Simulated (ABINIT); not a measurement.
# SiC (Moissanite): G0W0 in ABINIT against the wavefunction cutoff in GW

Aim: move the wavefunction cutoff in GW of a G0W0 run on SiC (Moissanite) over a wide range.

Program: ABINIT 10.8.3. Level of theory: LDA and many-body steps on it, plane waves. Results are calculated unless marked as measured.

### Step 1. The structure

The structure is hexagonal, space group P6_3mc (No. 186). Conventional cell: a = 3.076 Å, b = 3.076 Å, c = 5.048 Å, α = 90.00°, β = 90.00°, γ = 120.00°. Nearest to Si lie 4 C at 1.87 to 1.94 Å. C has 4 Si at 1.87 to 1.94 Å nearest. Farther neighbours are not listed.

The cell and positions come from the Crystallography Open Database and are kept as given unless a step says otherwise.

### Step 2. Screening, 3×3×2 mesh, 39 bands, screening to 130.6 eV

This step: ABINIT 10.8.3; RPA screening on LDA, plane waves, norm-conserving pseudopotentials.

The RPA dielectric matrix is built and inverted for each q.

run.abi

```
acell 3*1.0 Angstrom
rprim 
  3.075999999976 0.000000000005 0.000000000000
  -1.537999999993 2.663894142018 0.000000000000
  0.000000000000 0.000000000000 5.048000000000
ntypat 2
znucl 14 6
natom 4
typat 1 1 2 2
xred 
  0.333333333333 0.666666666667 0.000000000000
  0.666666666667 0.333333333333 0.500000000000
  0.333333333333 0.666666666667 0.385000000000
  0.666666666667 0.333333333333 0.885000000000
pp_dirpath "pseudos"
pseudos "Si.upf, C.upf"
ecut 37
ngkpt 3 3 2
nshiftk 1
shiftk 0 0 0
kptopt 1
chksymbreak 0
istwfk *1
occopt 1
irdwfk 1
optdriver 3
nband 39
ecuteps 4.8
inclvkb 2
awtr 1
symchi 1
ecutwfn 11.1
indata_prefix "in"
outdata_prefix "out"
tmpdata_prefix "tmp"
```

On the command line:

```sh
> OMP_NUM_THREADS=1 mpirun -n 4 abinit run.abi > log
```

The program printed:

```text
.Version 10.8.3 of ABINIT. v10.8.2 released Aug 2026.

 Symmetries : space group P6_3 m c (#186); Bravais hP (primitive hexag.)
[... echo of the input left out ...]
== DATASET  1 ==================================================================
-   mpi_nproc: 4, omp_nthreads: 1 (-1 if OMP is not activated)

--- !DatasetInfo
iteration_state: {dtset: 1, }
dimensions: {natom: 4, nkpt: 6, mband: 39, nsppol: 1, nspinor: 1, nspden: 1, mpw: 525, }
cutoff_energies: {ecut:  11.1, pawecutdg:  -1.0, }
electrons: {nelect:   1.60000000E+01, charge:   0.00000000E+00, occopt:   1.00000000E+00, tsmear:   1.00000000E-02, }

 SCREENING: Calculation of the susceptibility and dielectric matrices

 Based on a program developped by R.W. Godby, V. Olevano, G. Onida, and L. Reining.
 Incorporated in ABINIT by V. Olevano, G.-M. Rignanese, and M. Torrent.
.Using double precision arithmetic ; gwpc =  8

[... cell and pseudopotentials left out ...]
--------------------------------------------------------------------------------

 ==== K-mesh for the wavefunctions ====
 Number of points in the irreducible wedge :     6
[... list of points left out ...]
 Together with 12 symmetry operations and time-reversal symmetry
 yields    18 points in the full Brillouin Zone.

 ==== Q-mesh for the screening function ====
 Number of points in the irreducible wedge :     6
[... list of points left out ...]
 Together with 12 symmetry operations and time-reversal symmetry
 yields    18 points in the full Brillouin Zone.

 setmesh: FFT mesh size selected  =    15x   15x   24
          total number of points  =         5400

 vcoul_init : cutoff-mode = AUXILIARY_FUNCTION
 q-points for optical limit:   1
     1)      0.000010    0.000020    0.000030

- screening: taking advantage of time-reversal symmetry
- Maximum band index for partially occupied states nbvw = 8
- Remaining bands to be divided among processors   nbcw = 31
- Number of bands treated by each node ~7

 Number of electrons calculated from density =   15.9719; Expected =   16.0000
 average of density, n =  0.057219
 r_s =    1.6099
 omega_plasma =   23.0741 [eV]

 calculating chi0 at frequencies [eV] :
  1    0.000000E+00    0.000000E+00
  2    0.000000E+00    2.307410E+01

--------------------------------------------------------------------------------
  q-point number  1        q = ( 0.000000, 0.000000, 0.000000) [r.l.u.]
--------------------------------------------------------------------------------
[... chi0 elements left out ...]
 For q-point:  0.000010 0.000020 0.000030
  dielectric constant =   8.8987
  dielectric constant without local fields =   9.7368

  Average fulfillment of the sum rule on Im[epsilon] for q-point    1 :     54.93  [%]
[... wings left out ...]
  q-point number  2        q = ( 0.333333, 0.000000, 0.000000) [r.l.u.]
--------------------------------------------------------------------------------
[... chi0 elements left out ...]
  Average fulfillment of the sum rule on Im[epsilon] for q-point    2 :     66.07  [%]

 [... 4 further q-points ...]
```

It took 2.6 s on 4 MPI ranks of Arm Neoverse V1, shared host; peak memory 0.07 GiB; 10 s of CPU time.

Numbers from this step:

* ε∞ with local fields, on this mesh, along the program's q direction: 8.899
* the same without local fields: 9.737
* plasma frequency: 23.07 eV
* plane waves in the screening matrix: 135

Local fields lower ε∞ by 9 %. On a Γ-centred mesh this coarse the value itself is usually too large, while a short band sum pulls it down.

### Step 3. 11.1 Ha

This step: G0W0 on LDA, plane waves, norm-conserving pseudopotentials.

Edit run.abi of step 2 so:

```diff
@@ -25,8 +25,19 @@
 irdwfk 1
-optdriver 3
+optdriver 4
 nband 39
+gwcalctyp 0
+ecutsigx 11.1
+symsigma 1
+nkptgw 3
+kptgw 
+  0.0000000000 0.0000000000 0.0000000000
+  0.3333333333 0.3333333333 0.0000000000
+  0.3333333333 0.0000000000 0.0000000000
+bdgw 
+  6 10
+  7 10
+  7 10
 ecuteps 4.8
-inclvkb 2
-awtr 1
-symchi 1
+irdscr 1
+ppmodel 1
 ecutwfn 11.1
```

The program printed:

```text
.Version 10.8.3 of ABINIT. v10.8.2 released Aug 2026.

 Symmetries : space group P6_3 m c (#186); Bravais hP (primitive hexag.)
[... echo of the input left out ...]
== DATASET  1 ==================================================================
-   mpi_nproc: 4, omp_nthreads: 1 (-1 if OMP is not activated)

--- !DatasetInfo
iteration_state: {dtset: 1, }
dimensions: {natom: 4, nkpt: 6, mband: 39, nsppol: 1, nspinor: 1, nspden: 1, mpw: 525, }
cutoff_energies: {ecut:  11.1, pawecutdg:  -1.0, }
electrons: {nelect:   1.60000000E+01, charge:   0.00000000E+00, occopt:   1.00000000E+00, tsmear:   1.00000000E-02, }

 SIGMA: Calculation of the GW corrections

 Based on a program developped by R.W. Godby, V. Olevano, G. Onida, and L. Reining.
 Incorporated in ABINIT by V. Olevano, G.-M. Rignanese, and M. Torrent.
.Using double precision arithmetic ; gwpc =  8

[... cell and pseudopotentials left out ...]
--------------------------------------------------------------------------------

 ==== K-mesh for the wavefunctions ====
 Number of points in the irreducible wedge :     6
[... list of points left out ...]
 Together with 12 symmetry operations and time-reversal symmetry
 yields    18 points in the full Brillouin Zone.

 ==== Q-mesh for screening function ====
 Number of points in the irreducible wedge :     6
[... list of points left out ...]
 Together with 12 symmetry operations and time-reversal symmetry
 yields    18 points in the full Brillouin Zone.

 vcoul_init : cutoff-mode = AUXILIARY_FUNCTION
 q-points for optical limit:   1
     1)      0.000010    0.000020    0.000030
 setmesh: FFT mesh size selected  =    15x   15x   30
          total number of points  =         6750

 Number of electrons calculated from density =   15.9719; Expected =   16.0000
 average of density, n =  0.057219
 r_s =    1.6099
 omega_plasma =   23.0741 [eV]

 === KS Band Gaps ===
  >>>> For spin  1
   Minimum direct gap =   4.3111 [eV], located at k-point      :   0.3333  0.0000  0.0000
   Fundamental gap    =   2.2220 [eV], Top of valence bands at :   0.0000  0.0000  0.0000
                                       Bottom of conduction at :   0.3333  0.3333  0.0000
 SIGMA fundamental parameters:
 PLASMON POLE MODEL  1
 number of plane-waves for SigmaX                  525
 number of plane-waves for SigmaC and W            135
 number of plane-waves for wavefunctions           525
 number of bands                                    39
 number of independent spin polarizations            1
 number of spinorial components                      1
 number of k-points in IBZ                           6
 number of q-points in IBZ                           6
 number of symmetry operations                      12
 number of k-points in BZ                           18
 number of q-points in BZ                           18
 number of frequencies for dSigma/dE                 9
 frequency step for dSigma/dE [eV]                0.25
 number of omega for Sigma on real axis              0
 max omega for Sigma on real axis  [eV]           0.00
 zcut for avoiding poles [eV]                     0.10

 EPSILON^-1 parameters (SCR file):
 dimension of the eps^-1 matrix on file            135
 dimension of the eps^-1 matrix used               135
 number of plane-waves for wavefunctions           525
 number of bands                                    39
 number of q-points in IBZ                           6
 number of frequencies                               2
 number of real frequencies                          1
 number of imag frequencies                          1

 matrix elements of self-energy operator (all in [eV])

 Perturbative Calculation

--- !SelfEnergy_ee
iteration_state: {dtset: 1, }
kpoint     : [   0.000,    0.000,    0.000, ]
spin       : 1
KS_gap     :    4.582
QP_gap     :    5.297
Delta_QP_KS:    0.714
data: !SigmaeeData |
     Band     E0 <VxcDFT>   SigX SigC(E0)      Z dSigC/dE  Sig(E)    E-E0       E
        6   7.133 -14.929 -17.664   3.063   0.801  -0.248 -14.666   0.263   7.395
        7   7.133 -14.929 -17.664   3.063   0.801  -0.248 -14.666   0.263   7.395
        8   7.406 -14.724 -16.853   2.595   0.804  -0.244 -14.349   0.375   7.781
        9  11.988 -12.198  -6.592  -4.262   0.810  -0.235 -11.109   1.089  13.077
       10  13.440 -12.673  -6.953  -4.448   0.801  -0.248 -11.654   1.019  14.459

--- !SelfEnergy_ee
iteration_state: {dtset: 1, }
kpoint     : [   0.333,    0.333,    0.000, ]
spin       : 1
KS_gap     :    6.273
QP_gap     :    7.306
Delta_QP_KS:    1.032
data: !SigmaeeData |
     Band     E0 <VxcDFT>   SigX SigC(E0)      Z dSigC/dE  Sig(E)    E-E0       E
        7   3.355 -12.936 -16.448   3.354   0.790  -0.265 -13.061  -0.126   3.229
[...]
--- !SelfEnergy_ee
iteration_state: {dtset: 1, }
kpoint     : [   0.333,    0.000,    0.000, ]
spin       : 1
KS_gap     :    4.311
QP_gap     :    5.211
Delta_QP_KS:    0.900
data: !SigmaeeData |
     Band     E0 <VxcDFT>   SigX SigC(E0)      Z dSigC/dE  Sig(E)    E-E0       E
[...]
8   6.203 -14.523 -17.597   3.199   0.799  -0.252 -14.423   0.100   6.302
        9  10.514 -10.826  -5.669  -3.944   0.824  -0.214  -9.827   0.999  11.513
       10  12.172 -11.460  -6.099  -3.948   0.818  -0.223 -10.304   1.156  13.328

== END DATASET(S) ==============================================================
================================================================================

 -outvars: echo values of variables after computation  --------
           etotal      0.0000000000E+00
            nband          39
             nkpt           6
          spgroup         186
 [... the other variables as echoed above ...]

 Calculation completed.
```

Wall time 3 s (4 MPI ranks); peak memory 0.08 GiB; 12 s of CPU time.

Numbers from this step:

```yaml
g0w0_gap_on_the_points_computed: 2.754 eV
starting_gap_on_the_mesh: 2.222 eV
k_of_the_valence_top: 0, 0, 0
k_of_the_conduction_bottom: 0.3333, 0.3333, 0
z_at_the_valence_top: 0.804
z_at_the_conduction_bottom: 0.831
least_direct_g0w0_gap_on_the_computed_points: 5.211 eV
```

### Step 4. Screening, 3×3×2 mesh, 39 bands, screening to 130.6 eV

This step: RPA screening on LDA, plane waves, norm-conserving pseudopotentials.

Edit run.abi of step 3 so:

```diff
@@ -25,20 +25,9 @@
 irdwfk 1
-optdriver 4
+optdriver 3
 nband 39
-gwcalctyp 0
-ecutsigx 11.1
-symsigma 1
-nkptgw 3
-kptgw 
-  0.0000000000 0.0000000000 0.0000000000
-  0.3333333333 0.3333333333 0.0000000000
-  0.3333333333 0.0000000000 0.0000000000
-bdgw 
-  6 10
-  7 10
-  7 10
 ecuteps 4.8
-irdscr 1
-ppmodel 1
-ecutwfn 11.1
+inclvkb 2
+awtr 1
+symchi 1
+ecutwfn 18.5
 indata_prefix "in"
```

The program printed:

```text
.Version 10.8.3 of ABINIT. v10.8.2 released Aug 2026.

 Symmetries : space group P6_3 m c (#186); Bravais hP (primitive hexag.)
[... echo of the input left out ...]
== DATASET  1 ==================================================================
-   mpi_nproc: 4, omp_nthreads: 1 (-1 if OMP is not activated)

--- !DatasetInfo
iteration_state: {dtset: 1, }
dimensions: {natom: 4, nkpt: 6, mband: 39, nsppol: 1, nspinor: 1, nspden: 1, mpw: 1099, }
cutoff_energies: {ecut:  18.5, pawecutdg:  -1.0, }
electrons: {nelect:   1.60000000E+01, charge:   0.00000000E+00, occopt:   1.00000000E+00, tsmear:   1.00000000E-02, }

 SCREENING: Calculation of the susceptibility and dielectric matrices

 Based on a program developped by R.W. Godby, V. Olevano, G. Onida, and L. Reining.
 Incorporated in ABINIT by V. Olevano, G.-M. Rignanese, and M. Torrent.
.Using double precision arithmetic ; gwpc =  8

[... cell and pseudopotentials left out ...]
--------------------------------------------------------------------------------

 ==== K-mesh for the wavefunctions ====
 Number of points in the irreducible wedge :     6
[... list of points left out ...]
 Together with 12 symmetry operations and time-reversal symmetry
 yields    18 points in the full Brillouin Zone.

 ==== Q-mesh for the screening function ====
 Number of points in the irreducible wedge :     6
[... list of points left out ...]
 Together with 12 symmetry operations and time-reversal symmetry
 yields    18 points in the full Brillouin Zone.

 setmesh: FFT mesh size selected  =    18x   18x   30
          total number of points  =         9720

 vcoul_init : cutoff-mode = AUXILIARY_FUNCTION
 q-points for optical limit:   1
     1)      0.000010    0.000020    0.000030

- screening: taking advantage of time-reversal symmetry
- Maximum band index for partially occupied states nbvw = 8
- Remaining bands to be divided among processors   nbcw = 31
- Number of bands treated by each node ~7

 Number of electrons calculated from density =   15.9964; Expected =   16.0000
 average of density, n =  0.057306
 r_s =    1.6090
 omega_plasma =   23.0918 [eV]

 calculating chi0 at frequencies [eV] :
  1    0.000000E+00    0.000000E+00
  2    0.000000E+00    2.309177E+01

--------------------------------------------------------------------------------
  q-point number  1        q = ( 0.000000, 0.000000, 0.000000) [r.l.u.]
--------------------------------------------------------------------------------
[... chi0 elements left out ...]
 For q-point:  0.000010 0.000020 0.000030
  dielectric constant =   8.8064
  dielectric constant without local fields =   9.6386

  Average fulfillment of the sum rule on Im[epsilon] for q-point    1 :     55.10  [%]
[... wings left out ...]
  q-point number  2        q = ( 0.333333, 0.000000, 0.000000) [r.l.u.]
--------------------------------------------------------------------------------
[... chi0 elements left out ...]
  Average fulfillment of the sum rule on Im[epsilon] for q-point    2 :     66.25  [%]

 [... 4 further q-points ...]
```

The job ended after 3.1 s (4 MPI ranks; peak memory 0.23 GiB; 12 s of CPU time).

This step gave:

| Property | Result |
| --- | --- |
| ε∞ with local fields, on this mesh, along the program's q direction | 8.806 |
| the same without local fields | 9.639 |
| plasma frequency | 23.09 eV |
| plane waves in the screening matrix | 135 |

### Step 5. 18.5 Ha

The self-energy is evaluated for the states that the input lists, and the levels follow from it, in one-shot runs by the linearised quasiparticle equation.

This step: G0W0 on LDA, plane waves, norm-conserving pseudopotentials.

Edit run.abi of step 4 so:

```diff
@@ -25,8 +25,19 @@
 irdwfk 1
-optdriver 3
+optdriver 4
 nband 39
+gwcalctyp 0
+ecutsigx 18.5
+symsigma 1
+nkptgw 3
+kptgw 
+  0.0000000000 0.0000000000 0.0000000000
+  0.3333333333 0.3333333333 0.0000000000
+  0.3333333333 0.0000000000 0.0000000000
+bdgw 
+  6 10
+  7 10
+  7 10
 ecuteps 4.8
-inclvkb 2
-awtr 1
-symchi 1
+irdscr 1
+ppmodel 1
 ecutwfn 18.5
```

The program printed:

```text
.Version 10.8.3 of ABINIT. v10.8.2 released Aug 2026.

 Symmetries : space group P6_3 m c (#186); Bravais hP (primitive hexag.)
[... echo of the input left out ...]
== DATASET  1 ==================================================================
-   mpi_nproc: 4, omp_nthreads: 1 (-1 if OMP is not activated)

--- !DatasetInfo
iteration_state: {dtset: 1, }
dimensions: {natom: 4, nkpt: 6, mband: 39, nsppol: 1, nspinor: 1, nspden: 1, mpw: 1099, }
cutoff_energies: {ecut:  18.5, pawecutdg:  -1.0, }
electrons: {nelect:   1.60000000E+01, charge:   0.00000000E+00, occopt:   1.00000000E+00, tsmear:   1.00000000E-02, }

 SIGMA: Calculation of the GW corrections

 Based on a program developped by R.W. Godby, V. Olevano, G. Onida, and L. Reining.
 Incorporated in ABINIT by V. Olevano, G.-M. Rignanese, and M. Torrent.
.Using double precision arithmetic ; gwpc =  8

[... cell and pseudopotentials left out ...]
--------------------------------------------------------------------------------

 ==== K-mesh for the wavefunctions ====
 Number of points in the irreducible wedge :     6
[... list of points left out ...]
 Together with 12 symmetry operations and time-reversal symmetry
 yields    18 points in the full Brillouin Zone.

 ==== Q-mesh for screening function ====
 Number of points in the irreducible wedge :     6
[... list of points left out ...]
 Together with 12 symmetry operations and time-reversal symmetry
 yields    18 points in the full Brillouin Zone.

 vcoul_init : cutoff-mode = AUXILIARY_FUNCTION
 q-points for optical limit:   1
     1)      0.000010    0.000020    0.000030
 setmesh: FFT mesh size selected  =    20x   20x   40
          total number of points  =        16000

 Number of electrons calculated from density =   15.9964; Expected =   16.0000
[...]
number of plane-waves for wavefunctions          1099
 number of bands                                    39
 number of q-points in IBZ                           6
 number of frequencies                               2
 number of real frequencies                          1
 number of imag frequencies                          1

 matrix elements of self-energy operator (all in [eV])

 Perturbative Calculation

--- !SelfEnergy_ee
iteration_state: {dtset: 1, }
kpoint     : [   0.000,    0.000,    0.000, ]
spin       : 1
KS_gap     :    4.582
QP_gap     :    5.333
Delta_QP_KS:    0.751
data: !SigmaeeData |
     Band     E0 <VxcDFT>   SigX SigC(E0)      Z dSigC/dE  Sig(E)    E-E0       E
        6   7.133 -14.988 -17.755   3.055   0.800  -0.251 -14.758   0.230   7.362
        7   7.133 -14.988 -17.755   3.055   0.800  -0.251 -14.758   0.230   7.362
        8   7.406 -14.789 -16.941   2.579   0.802  -0.246 -14.446   0.343   7.749
[...]
--- !SelfEnergy_ee
iteration_state: {dtset: 1, }
kpoint     : [   0.333,    0.333,    0.000, ]
spin       : 1
KS_gap     :    6.273
QP_gap     :    7.318
Delta_QP_KS:    1.045
data: !SigmaeeData |
     Band     E0 <VxcDFT>   SigX SigC(E0)      Z dSigC/dE  Sig(E)    E-E0       E
[...]
--- !SelfEnergy_ee
iteration_state: {dtset: 1, }
kpoint     : [   0.333,    0.000,    0.000, ]
spin       : 1
KS_gap     :    4.311
QP_gap     :    5.236
Delta_QP_KS:    0.925
data: !SigmaeeData |
     Band     E0 <VxcDFT>   SigX SigC(E0)      Z dSigC/dE  Sig(E)    E-E0       E
[...]
9  10.514 -10.835  -5.676  -3.945   0.824  -0.214  -9.835   1.000  11.514
       10  12.172 -11.491  -6.129  -3.957   0.817  -0.224 -10.343   1.149  13.321

== END DATASET(S) ==============================================================
================================================================================

 -outvars: echo values of variables after computation  --------
           etotal      0.0000000000E+00
            nband          39
             nkpt           6
          spgroup         186
 [... the other variables as echoed above ...]

 Calculation completed.
```

The job ended after 3.2 s (4 MPI ranks; peak memory 0.3 GiB; 12 s of CPU time).

Numbers from this step:

| Quantity | Value |
| --- | --- |
| G0W0 gap on the points computed | 2.785 eV |
| starting gap on the mesh | 2.222 eV |
| k of the valence top | 0, 0, 0 |
| k of the conduction bottom | 0.3333, 0.3333, 0 |
| Z at the valence top | 0.802 |
| Z at the conduction bottom | 0.831 |
| least direct G0W0 gap on the computed points | 5.236 eV |

The gap on the mesh goes from 2.22 eV to 2.79 eV, a correction of +0.56 eV.

[end of part 1 of 2]

[Paths, hosts, dates, memory and timing lines, banners, echoed tables and standing remarks are left out of the program output.]

[Logs are printed without paths, hosts, clocks, repeated set-up lines and the standing remarks that a program may print on its own settings, such as how far it seeks lower states.]

[Runs of the session that timed out or met a known fault of the program may be left out.]

[No measured gap is set beside runs whose start may be inverted or whose files or cutoffs have a known fault.]

[Hosts, paths, dates, database ids (printed as entryN), source tags and the programs' standing remarks are cut or masked in the printed files.]

[G0W0 gaps are taken among the corrected bands and points alone; a level outside them can change the order at an edge.]

[Where Ansatz stands beside ABINIT at settings called matched, ABINIT's density can come from a denser mesh and the files from another edition; pairs whose starting gaps differed by over 0.03 eV were left out, so agreement reads better than it is.]
